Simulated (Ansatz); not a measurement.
# Phonons of Ba (P6/mmm, 1 atom in the cell) against volume

Does Ba (P6/mmm, 1 atom in the cell) expand much on heating, by its phonons?

Main program and level: Ansatz 0.2.0; DFT PBEsol+D3(BJ), scalar-relativistic, plane waves, PAW.

This is not the structure that Ba takes at ambient pressure and room temperature (bcc); it is a model or a phase of other conditions.

## (1) Set-up

It takes space group P6/mmm (No. 191, hexagonal). The conventional cell has a = 3.984 Å, b = 3.984 Å, c = 3.684 Å, α = 90.00°, β = 90.00°, γ = 120.00°. Ba has 8 Ba at 3.68 to 3.98 Å nearest.

As a file:

```cif
data_structure
_symmetry_space_group_name_H-M 'P 1'
_symmetry_Int_Tables_number 1
_cell_length_a 3.9838
_cell_length_b 3.9838
_cell_length_c 3.6845
_cell_angle_alpha 90.000
_cell_angle_beta 90.000
_cell_angle_gamma 120.000
_cell_volume 50.64
loop_
_atom_site_label
_atom_site_type_symbol
_atom_site_fract_x
_atom_site_fract_y
_atom_site_fract_z
_atom_site_occupancy
Ba1 Ba 0.00000 0.00000 0.00000 1
```

## (2) Phonons on a q mesh

The cell comes from relaxations at this level that are not shown. Stability and thermal properties need the whole zone. Linear response on a 3×3×4 q mesh gives force constants as far as a supercell of that size would.

File input.yaml:

```yaml
crystal:
  lattice:
    - [3.9837857965, 0.0, 0.0]
    - [-1.9918928983, 3.450059703, 0.0]
    - [0.0, 0.0, 3.684464493]
  atoms:
    - { symbol: Ba, position: [0.0, 0.0, 0.0] }
kpoints:
  mp_grid: { grid: [12, 12, 12] }
hamiltonian:
  xc: pbesol
  dispersion: d3bj
scf:
  occupations: { method: methfessel_paxton, width: 0.15 }
output:
  eigenvalues: true
phonons:
  method: dfpt
  qmesh: [3, 3, 4]
  temperatures: { t_max: 1000, t_step: 50 }
  qpath:
    path:
      - [[0.0, 0.0, 0.0], [0.5, 0.0, 0.0], [0.33333333, 0.33333333, 0.0], [0.0, 0.0, 0.0], [0.0, 0.0, 0.5], [0.5, 0.0, 0.5], [0.33333333, 0.33333333, 0.5], [0.0, 0.0, 0.5]]
      - [[0.5, 0.0, 0.5], [0.5, 0.0, 0.0]]
      - [[0.33333333, 0.33333333, 0.5], [0.33333333, 0.33333333, 0.0]]
    npoints: 10
```

Run with:

```console
$ ansatz run input.yaml --threads 4 --pin off --max-ram 7168MiB --backend cpu --events-out ev --progress --plain --runs-dir out
```

Numbers of over 12 decimals in the logs are rounded to 6 here.

Output:

```text
Engine: ansatz 0.2.0, aarch64-unknown-linux-gnu
Pseudopotentials: kind: paw
Pseudopotential: Ba, paw, valence charge 10, recommended cutoff 420 eV (normal), Ba.paw.azcp
Functional definition: PBEsol
  exchange = pbesol_x
  correlation = pbesol_c
Crystal: 1 atoms, lattice volume = 50.640 Å³
Basis set: ecut = 420 eV, 997 PW (Γ), exchange–correlation on 54×54×50 points (8 copies of the dense FFT grid, shifted against one another)
Bands: 9, of which v1, the nominal top of the filled ones, is band 5 counted from 1 (4 counted from 0)
Symmetry: 24 space group operations
k-points: 133 of 1728
Non-local potential: Ba, projectors of the file, l = 0: 3, l = 1: 2, l = 2: 2, l = 3: 2
PAW form: soft (Blöchl's): semilocal exchange-correlation on the pseudo side does not see the compensation charge
PAW frozen core: Ba, regenerated for the run's functional, and the local potential with it (the file was generated under x = pbe(κ = 0.804, μ = 0.219515), c = pbe(β = 0.066725))
PAW one-centre angular grid: Ba, 194 points (default); XC on 64 Gauss nodes
Initial density: superposition of atomic densities (neutral atoms: chi_scale 0, normalization atom), corrected by the library's trained network
Initial wavefunctions: pseudopotential atomic-orbital guess
Functional: x = pbesol(κ = 0.804, μ = 0.123457), c = pbesol(β = 0.046)
SCF iter   1: F=—  HF=-5862.737199 eV  |F-HF|=—  |Δ(HF+E_count)|=         —  Δρ=1.83e-3  dr2=2.35e-3  ethr=1.77e-3  ⟨swp⟩=7.0  Hψ=11033  notcnv=0
preconditioner: auto → none  [metal: Δε(μ)=0.040 eV  Ē_g=12.831 eV  σ=0.150 eV  W_gap=0.22  n_scr=8 (ndim 8)  ℏωp=14.8 eV  f_vac=0.000  D(μ)=0.91/eV (n_scr^D=2)  sad-step TF]
SCF iter   2: F=—  HF=-5862.737176 eV  |F-HF|=—  |Δ(HF+E_count)|=   2.31e-5  S|Δr|=    0.00e0  Δρ=1.21e-3  dr2=1.32e-3  ethr=2.35e-5  ⟨swp⟩=1.6  Hψ=2498  notcnv=0
SCF iter   3: F=—  HF=-5862.736919 eV  |F-HF|=—  |Δ(HF+E_count)|=   2.57e-4  S|Δr|=    0.00e0  Δρ=5.25e-4  dr2=1.50e-4  ethr=1.32e-5  ⟨swp⟩=2.4  Hψ=1765  notcnv=0
SCF iter   4: F=—  HF=-5862.736873 eV  |F-HF|=—  |Δ(HF+E_count)|=   4.52e-5  S|Δr|=    0.00e0  Δρ=2.19e-4  dr2=3.30e-5  ethr=1.50e-6  ⟨swp⟩=2.0  Hψ=1792  notcnv=0
SCF iter   5: F=—  HF=-5862.736863 eV  |F-HF|=—  |Δ(HF+E_count)|=   1.08e-5  S|Δr|=    0.00e0  Δρ=3.32e-5  dr2=6.80e-7  ethr=3.30e-7  ⟨swp⟩=2.0  Hψ=1874  notcnv=0
SCF iter   6: F=—  HF=-5862.736863 eV  |F-HF|=—  |Δ(HF+E_count)|=   4.89e-9  S|Δr|=    0.00e0  Δρ=1.05e-5  dr2=9.16e-8  ethr=6.80e-9  ⟨swp⟩=2.2  Hψ=1888  notcnv=0
SCF iter   7: F=—  HF=-5862.736862 eV  |F-HF|=—  |Δ(HF+E_count)|=   3.86e-8  S|Δr|=    0.00e0  Δρ=2.54e-6  dr2=5.20e-9  ethr=9.16e-10  ⟨swp⟩=2.5  Hψ=1858  notcnv=0
SCF iter   8: F=—  HF=-5862.736862 eV  |F-HF|=—  |Δ(HF+E_count)|=   1.85e-9  S|Δr|=    0.00e0  Δρ=8.82e-7  dr2=6.32e-10  ethr=5.20e-11  ⟨swp⟩=2.1  Hψ=1872  notcnv=0
SCF iter   9: F=-5862.736862 eV  HF=-5862.736862 eV  |F-HF|=4.55e-12  |Δ(HF+E_count)|=  2.39e-10  S|Δr|=    0.00e0  Δρ=3.51e-8  dr2=1.01e-12  ethr=1.00e-12  ⟨swp⟩=5.3  Hψ=6228  notcnv=0
SCF 1 converged in 9 iterations: F = -5862.736862 eV  dr2 = 1.01e-12
  greatest PAW one-centre occupation: 0.958 electrons in one spin orbital (limit 2), on the Ba atom at site 0 (counted from 0), in its partial waves of l = 0
NSCF: frozen V_eff on 133 k-points
WARN: eigensolver did not converge in 45 slots of this pass, the one above among them; of largest residual over every band (k=118): 1 band(s) unlocked (lowest unlocked band 8, counted from 0; max residual 1.83e-1 eV among the unlocked bands, 1.83e-1 eV over every band); of lowest unlocked band (k=2): band 8
NSCF: frozen V_eff on 301 k-points
DFPT response loops at q = (0, 0, 0) (fractional): preconditioner auto → Kerker (q_TF=auto, 2.082 Å⁻¹) (partly filled bands, converged f_vac=0.000); β = 1.00, the filter's whole step (`scf.mixing.beta` (0.50) is not read by the response loops under this deck's `scf.mixing.preconditioner`; to damp them name `kerker` or `kerker_dos`, under which they read `scf.mixing.beta`, and type it under 1.00, their step now; both keys bind the ground state too); Broyden in place of MSR1
NSCF: frozen V_eff on 1032 k-points
DFPT response loops at q = (0, 0, 0.25) (fractional): mixed as the last ones told, above
NSCF: frozen V_eff on 602 k-points
DFPT response loops at q = (0, 0, -0.5) (fractional): mixed as the last ones told, above
NSCF: frozen V_eff on 1092 k-points
DFPT response loops at q = (0, 0.333333, 0) (fractional): mixed as the last ones told, above
NSCF: frozen V_eff on 1872 k-points
DFPT response loops at q = (0, 0.333333, 0.25) (fractional): mixed as the last ones told, above
NSCF: frozen V_eff on 1092 k-points
DFPT response loops at q = (0, 0.333333, -0.5) (fractional): mixed as the last ones told, above
NSCF: frozen V_eff on 1092 k-points
DFPT response loops at q = (0.333333, 0.333333, 0) (fractional): mixed as the last ones told, above
NSCF: frozen V_eff on 1872 k-points
DFPT response loops at q = (0.333333, 0.333333, 0.25) (fractional): mixed as the last ones told, above
NSCF: frozen V_eff on 1092 k-points
DFPT response loops at q = (0.333333, 0.333333, -0.5) (fractional): mixed as the last ones told, above
SCF converged after 9 iterations
Stability not checked: this state was not tested for a lower state beside it, because cold or Methfessel-Paxton smearing, or corrected tetrahedra, fill the levels in a way that the test cannot read (fill_not_monotonic; see scf.lower_state_search)
Free energy (F): -5862.736862 eV
Harris-Foulkes:  -5862.736862 eV  (|F-HF|=4.55e-12)
Internal energy: -5862.738846 eV  (E = F + TS)
E sigma→0 (E₀):  -5862.737358 eV
Entropy (-TS):   0.001983 eV (1.983 meV/atom)
Fermi energy:    7.578518 eV
--- Per-component energies (eV) ---
  E_band       = -66.890756
  E_kinetic    = 168.163565
  E_local      = -330.144205  (includes V_loc(G=0)·N_el)
  E_nonlocal   = 58.753239
  E_hartree    = 103.993882
  E_xc         = -166.034331
  E_vxc        = -134.599294  (∫ρ·V_xc dr)
  E_paw        = -5140.599072  (= ΣΔE_a)
  E_vpaw       = -37.051840  (= ΣTr[D̂ρ^β])
  E_aug_tail   = -0.000002  (compensation charges beyond the density's cutoff)
  E_ewald      = -556.708565
  E_disp       = -0.314790  (pairwise vdW)
  E_core_change = 0.151433  (= ΣΔE_core)
  E_smearing   = 0.001983  (= −TS)
  E_closure    = 0.000000  (closes the sum)
  Σ components = -5862.736862   (vs F -5862.736862, Δ=0.00e0)
--- Band table (eV; the first three rows and the last of 133) ---
  k-point 0: bands = ["-21.2756", "-5.9568", "-5.9568", "-5.8606", "4.7889", "7.4842", "9.4569", "9.4569", "12.1408"]
  k-point 1: bands = ["-21.2671", "-5.9576", "-5.9486", "-5.9486", "4.9150", "7.6438", "9.4950", "9.4950", "12.1754"]
  k-point 2: bands = ["-21.2438", "-6.2109", "-5.9260", "-5.9260", "5.2463", "8.0901", "9.6042", "9.6042", "12.2730"]
  k-point 132: bands = ["-21.0264", "-6.8916", "-6.4832", "-6.4832", "7.1900", "7.1900", "9.7374", "9.7374", "12.6603"]
--- Phonons (Γ-DFPT): 2 representative perturbations + reference (Σ response iterations 4) ---
  ASR residual: 2.042e-4 → 0.000e0 eV/Å²; symmetrization residual: 7.816e-14 eV/Å²
  pairwise dispersion correction: d3bj (s6 = 1.0, s8 = 2.9491, a1 = 0.4466, a2_bohr = 6.1742), with the weights of each atom's references fixed at the reference crystal's, and the forces and stress that the weights' published response gives there kept as a pressure on the atom's counted neighbours (hamiltonian.dispersion)
  ASR residual per site (eV/Å²): 2.04e-4
  Γ frequencies (cm⁻¹): 0.00 0.00 0.00
--- Phonons (arbitrary-q DFPT): 9 irreducible q on the 3×3×4 mesh ---
  q = [0.0000, 0.0000, 0.0000] (star 1, of the zone-centre solve; hermiticity 2.47e-11, symmetrization 3.83e-10): -0.00 -0.00 -0.00
  q = [0.0000, 0.0000, 0.2500] (star 2, 2 solved perturbations in 744 linear systems a pass and spin channel, the states on 516 of 1728 k-point pairs; hermiticity 4.60e-9, symmetrization 2.30e-9): -19.68 -19.68 55.57
  q = [0.0000, 0.0000, -0.5000] (star 1, 2 solved perturbations in 434 linear systems a pass and spin channel, the states on 301 of 1728 k-point pairs; hermiticity 4.19e-9, symmetrization 2.09e-9): -31.77 -31.77 58.02
  q = [0.0000, 0.3333, 0.0000] (star 6, 3 solved perturbations on 546 of 1728 k-point pairs; hermiticity 6.48e-9, symmetrization 4.22e-10): -24.14 43.80 72.26
  q = [0.0000, 0.3333, 0.2500] (star 12, 3 solved perturbations on 936 of 1728 k-point pairs; hermiticity 2.73e-6, symmetrization 3.29e-10): 27.99 41.24 67.71
  q = [0.0000, 0.3333, -0.5000] (star 6, 3 solved perturbations on 546 of 1728 k-point pairs; hermiticity 7.81e-9, symmetrization 2.25e-10): -15.86 55.25 62.53
  q = [0.3333, 0.3333, 0.0000] (star 2, 2 solved perturbations in 763 linear systems a pass and spin channel, the states on 546 of 1728 k-point pairs; hermiticity 3.08e-9, symmetrization 1.54e-9): -36.10 74.12 74.12
  q = [0.3333, 0.3333, 0.2500] (star 4, 2 solved perturbations in 1308 linear systems a pass and spin channel, the states on 936 of 1728 k-point pairs; hermiticity 1.55e-7, symmetrization 1.50e-7): 37.36 66.38 66.38
  q = [0.3333, 0.3333, -0.5000] (star 2, 2 solved perturbations in 763 linear systems a pass and spin channel, the states on 546 of 1728 k-point pairs; hermiticity 4.00e-9, symmetrization 2.00e-9): 59.39 62.63 62.63
  sum rule: each row above includes the acoustic sum rule's correction from the zone centre's row sums; it moved no ω² by more than (0.64 cm⁻¹)²
  mesh force constants: q→R imaginary residual 0.00e0; ASR residual 2.042e-4 → 0.000e0 eV/Å²; symmetrization residual 1.221e-15 eV/Å²
  interpolated dispersion: 93 rows × 3 modes
  density of states and harmonic sums: on the 18×18×20 q-mesh, interpolated from the force constants of a 3×3×4 supercell (no non-analytic term)
  largest difference from the sums on the solved wave vectors: F 8.78e-2 eV, S 1.08e-4 and C_V 2.13e-5 eV/K
  zero-point energy: 0.007919 eV/cell   skipped modes (ω ≤ 0): 204, of them read as no rigid motion or as one in doubt: 201 (3.992e-1 modes/cell left out, lowest -36.10 cm⁻¹)   left out of the sums: 1.33e-1 of the cell's modes: C_V's classical limit lies that fraction below 3 k_B per atom; for a crystal, a wire or a layer, F and S can be off by more, and a phonons.interpolated_qmesh denser along its periods is the remedy for the sampling
```

Wall time 5.2 min (4 threads of Arm Neoverse N1, shared host); peak memory 1.4 GiB.

This step gave:

- volume per atom: 50.64 Å³
- gap on the k-mesh: 0 eV
- sum-rule residual before enforcement: 2.04e-4 eV/Å²
- lowest frequency on the path: -36.10 cm⁻¹
- highest frequency on the path or at a solved wavevector: 83.7 cm⁻¹
- lowest mode on the q mesh (acoustic modes at Γ apart): -36.1 cm⁻¹

Frequencies (cm⁻¹) solved at each irreducible wavevector; negative means imaginary. Frequencies by wavevector, by row:

| q in reciprocal lattice units | star | mode 1 | mode 2 | mode 3 |
| --- | --- | --- | --- | --- |
| 0 0 0 | 1 | 0 | 0 | 0 |
| 0 0 0.25 | 2 | -19.7 | -19.7 | 55.6 |
| 0 0 -0.5 | 1 | -31.8 | -31.8 | 58 |
| 0 0.3333 0 | 6 | -24.1 | 43.8 | 72.3 |
| 0 0.3333 0.25 | 12 | 28 | 41.2 | 67.7 |
| 0 0.3333 -0.5 | 6 | -15.9 | 55.2 | 62.5 |
| 0.3333 0.3333 0 | 2 | -36.1 | 74.1 | 74.1 |
| 0.3333 0.3333 0.25 | 4 | 37.4 | 66.4 | 66.4 |
| 0.3333 0.3333 -0.5 | 2 | 59.4 | 62.6 | 62.6 |

Symmetry leaves 9 wavevectors to solve. The lowest mode among them, the acoustic zeros apart, lies at q = (0.333, 0.333, 0) and is imaginary, 36.1i cm⁻¹, so the energy falls along it.

## (3) Relaxing at another volume, volume ratio 0.97

The volume is scaled by 0.97 and held, while shape and atoms relax as far as symmetry allows. The modes can then be followed against volume.

input.yaml, the sections that differ from step 2:

```yaml
crystal:
  lattice:
    - [3.9435427845, 0.0, 0.0]
    - [-1.9717713923, 3.4152082323, 0.0]
    - [0.0, 0.0, 3.6472451353]
  atoms:
    - { symbol: Ba, position: [0.0, 0.0, 0.0] }
output:
  forces: true
  stress: true
  eigenvalues: true
relax:
  adjacent_minimum: "off"
  f_tol: 0.001
  max_steps: 60
  cell: { stress_tol: 0.01, fix: [volume] }
# kpoints, hamiltonian, scf: as in step 2
# phonons: removed
```

Output:

```text
[...]
Crystal: 1 atoms, lattice volume = 49.121 Å³
Basis set: ecut = 420 eV, 961 PW (Γ), exchange–correlation on 54×54×50 points (8 copies of the dense FFT grid, shifted against one another)
Bands: 9, of which v1, the nominal top of the filled ones, is band 5 counted from 1 (4 counted from 0)
Symmetry: 24 space group operations
[...]
k-points: 133 of 1728
[...]
--- Band table (eV; the first three rows and the last of 133) ---
[...]
--- Relaxed structure (2 steps of the walk, 2 accepted, 1 SCFs on fresh bases) ---
  F+E_penalty+E_count = -5862.73563272 eV   max|allowed force component| = 0.000e0 eV/Å   (the final SCF, on the basis selected at the relaxed cell)
  cell:  # Å, volume = 49.1212 Å³
    - [3.943807, 2.8869352996668408e-11, 0]
    - [-1.971903, 3.415437, 0]
    - [0.0, 0, 3.646757]
  atoms:
    - { symbol: Ba, position: [0.0, 0.0, 0.0] }
[key lines of the parts left out:]
SCF converged after 6 iterations
Free energy (F): -5862.735633 eV
Fermi energy:    7.865343 eV
P = ⅓ Tr σ = 0.2621 GPa (2.621 kbar)
```

Run time: 12 s. Hardware: 4 threads; peak memory 0.38 GiB; 24 s of CPU time.

Little changed from the start: no atom moved by 0.005 Å and no cell edge by 0.1 %.

This step gave:

- pressure: 0.2621 GPa
- volume per atom: 49.12 Å³

## (4) Phonons at the other volume, volume ratio 0.97

The phonons are repeated at this volume on the same k and q meshes.

File input.yaml:

```yaml
crystal:
  lattice:
    - [3.9438069199, 0.0, 0.0]
    - [-1.97190346, 3.4154369803, 0.0]
    - [0.0, 0.0, 3.6467566051]
  atoms:
    - { symbol: Ba, position: [0.0, 0.0, 0.0] }
kpoints:
  mp_grid: { grid: [12, 12, 12] }
hamiltonian:
  xc: pbesol
  dispersion: d3bj
scf:
  occupations: { method: methfessel_paxton, width: 0.15 }
output:
  eigenvalues: true
phonons:
  method: dfpt
  qmesh: [3, 3, 4]
  temperatures: { t_max: 1000, t_step: 50 }
  qpath:
    path:
      - [[0.0, 0.0, 0.0], [0.5, 0.0, 0.0], [0.33333333, 0.33333333, 0.0], [0.0, 0.0, 0.0], [0.0, 0.0, 0.5], [0.5, 0.0, 0.5], [0.33333333, 0.33333333, 0.5], [0.0, 0.0, 0.5]]
      - [[0.5, 0.0, 0.5], [0.5, 0.0, 0.0]]
      - [[0.33333333, 0.33333333, 0.5], [0.33333333, 0.33333333, 0.0]]
    npoints: 10
```

Output:

```text
[...]
Crystal: 1 atoms, lattice volume = 49.121 Å³
Basis set: ecut = 420 eV, 949 PW (Γ), exchange–correlation on 54×54×50 points (8 copies of the dense FFT grid, shifted against one another)
Bands: 9, of which v1, the nominal top of the filled ones, is band 5 counted from 1 (4 counted from 0)
Symmetry: 24 space group operations
k-points: 133 of 1728
[...]
SCF iter   1: F=—  HF=-5862.735893 eV  |F-HF|=—  |Δ(HF+E_count)|=         —  Δρ=1.84e-3  dr2=2.21e-3  ethr=1.77e-3  ⟨swp⟩=7.0  Hψ=11027  notcnv=0
[...]
SCF iter   9: F=-5862.735633 eV  HF=-5862.735633 eV  |F-HF|=0.00e0  |Δ(HF+E_count)|=  1.37e-10  S|Δr|=    0.00e0  Δρ=3.71e-8  dr2=1.05e-12  ethr=1.00e-12  ⟨swp⟩=5.0  Hψ=6141  notcnv=0
SCF 1 converged in 9 iterations: F = -5862.735633 eV  dr2 = 1.05e-12
[...]
NSCF: frozen V_eff on 133 k-points
[...]
SCF converged after 9 iterations
[...]
Free energy (F): -5862.735633 eV
[...]
Internal energy: -5862.737696 eV  (E = F + TS)
E sigma→0 (E₀):  -5862.736149 eV
Entropy (-TS):   0.002063 eV (2.063 meV/atom)
Fermi energy:    7.865343 eV
[...]
--- Band table (eV; the first three rows and the last of 133) ---
[...]
ASR residual: 4.775e-5 → 0.000e0 eV/Å²; symmetrization residual: 7.176e-13 eV/Å²
[...]
ASR residual per site (eV/Å²): 4.77e-5
  Γ frequencies (cm⁻¹): 0.00 0.00 0.00
--- Phonons (arbitrary-q DFPT): 9 irreducible q on the 3×3×4 mesh ---
[...]
interpolated dispersion: 93 rows × 3 modes
[...]
```

Run time: 5.5 min. Hardware: 4 threads; peak memory 1.3 GiB; 12 min of CPU time.

This step gave:

| Property | Result |
| --- | --- |
| sum-rule residual before enforcement | 4.77e-5 eV/Å² |
| lowest frequency on the path | -35.84 cm⁻¹ |
| highest frequency on the path or at a solved wavevector | 84.9 cm⁻¹ |
| lowest mode on the q mesh (acoustic modes at Γ apart) | -35.84 cm⁻¹ |

Frequencies (cm⁻¹) solved at each irreducible wavevector; negative means imaginary. Frequencies by wavevector, by row:

| q in reciprocal lattice units | star | mode 1 | mode 2 | mode 3 |
| --- | --- | --- | --- | --- |
| 0 0 0 | 1 | 0 | 0 | 0 |
| 0 0 0.25 | 2 | -19.1 | -19.1 | 56.4 |
| 0 0 -0.5 | 1 | -31.8 | -31.8 | 56 |
| 0 0.3333 0 | 6 | -23.1 | 44.5 | 73.5 |
| 0 0.3333 0.25 | 12 | 27.6 | 40.3 | 67.3 |
| 0 0.3333 -0.5 | 6 | -17.6 | 51.8 | 61.7 |
| 0.3333 0.3333 0 | 2 | -35.8 | 74.7 | 74.7 |
| 0.3333 0.3333 0.25 | 4 | 34.5 | 65.7 | 65.7 |
| 0.3333 0.3333 -0.5 | 2 | 56.4 | 62.4 | 62.4 |

The highest frequency on the path or at a solved wavevector is 84.9 cm⁻¹, +1.2 cm⁻¹ against the base run.

## (5) Relaxing at another volume, volume ratio 1.03

The volume is scaled by 1.03 and held, while shape and atoms relax as far as symmetry allows. The modes can then be followed against volume.

input.yaml, the sections that differ from step 4:

```yaml
crystal:
  lattice:
    - [4.0232317856, 0.0, 0.0]
    - [-2.0116158928, 3.4842209316, 0.0]
    - [0.0, 0.0, 3.7209467121]
  atoms:
    - { symbol: Ba, position: [0.0, 0.0, 0.0] }
output:
  forces: true
  stress: true
  eigenvalues: true
relax:
  adjacent_minimum: "off"
  f_tol: 0.001
  max_steps: 60
  cell: { stress_tol: 0.01, fix: [volume] }
# kpoints, hamiltonian, scf: as in step 4
# phonons: removed
```

Output:

```text
[...]
Crystal: 1 atoms, lattice volume = 52.160 Å³
Basis set: ecut = 420 eV, 997 PW (Γ), exchange–correlation on 54×54×50 points (8 copies of the dense FFT grid, shifted against one another)
Bands: 9, of which v1, the nominal top of the filled ones, is band 5 counted from 1 (4 counted from 0)
Symmetry: 24 space group operations
[...]
k-points: 133 of 1728
[...]
0.000000       0.000000      -0.250260
  P = ⅓ Tr σ = -0.2432 GPa (-2.432 kbar)
--- Band table (eV; the first three rows and the last of 133) ---
[...]
--- Relaxed structure (1 steps of the walk, 1 accepted, 1 SCFs on fresh bases) ---
[...]
cell:  # Å, volume = 52.1596 Å³
    - [4.023232, 0.0, 0.0]
    - [-2.011616, 3.484221, 0.0]
    - [0.0, 0.0, 3.7209467121]
  atoms:
    - { symbol: Ba, position: [0.0, 0.0, 0.0] }
[key lines of the parts left out:]
SCF converged after 5 iterations
Free energy (F): -5862.735700 eV
Fermi energy:    7.308570 eV
```

Elapsed: 11 s, on 4 threads; peak memory 0.38 GiB.

Little changed from the start: no atom moved by 0.005 Å and no cell edge by 0.1 %.

Numbers from this step:

| Quantity | Value |
| --- | --- |
| pressure | -0.2432 GPa |
| volume per atom | 52.16 Å³ |

[end of part 1 of 2]

[Logs are printed without paths, hosts, clocks, repeated set-up lines and the standing remarks that a program may print on its own settings, such as how far it seeks lower states.]

[Hosts, paths, dates, database ids (printed as entryN), source tags and the programs' standing remarks are cut or masked in the printed files.]
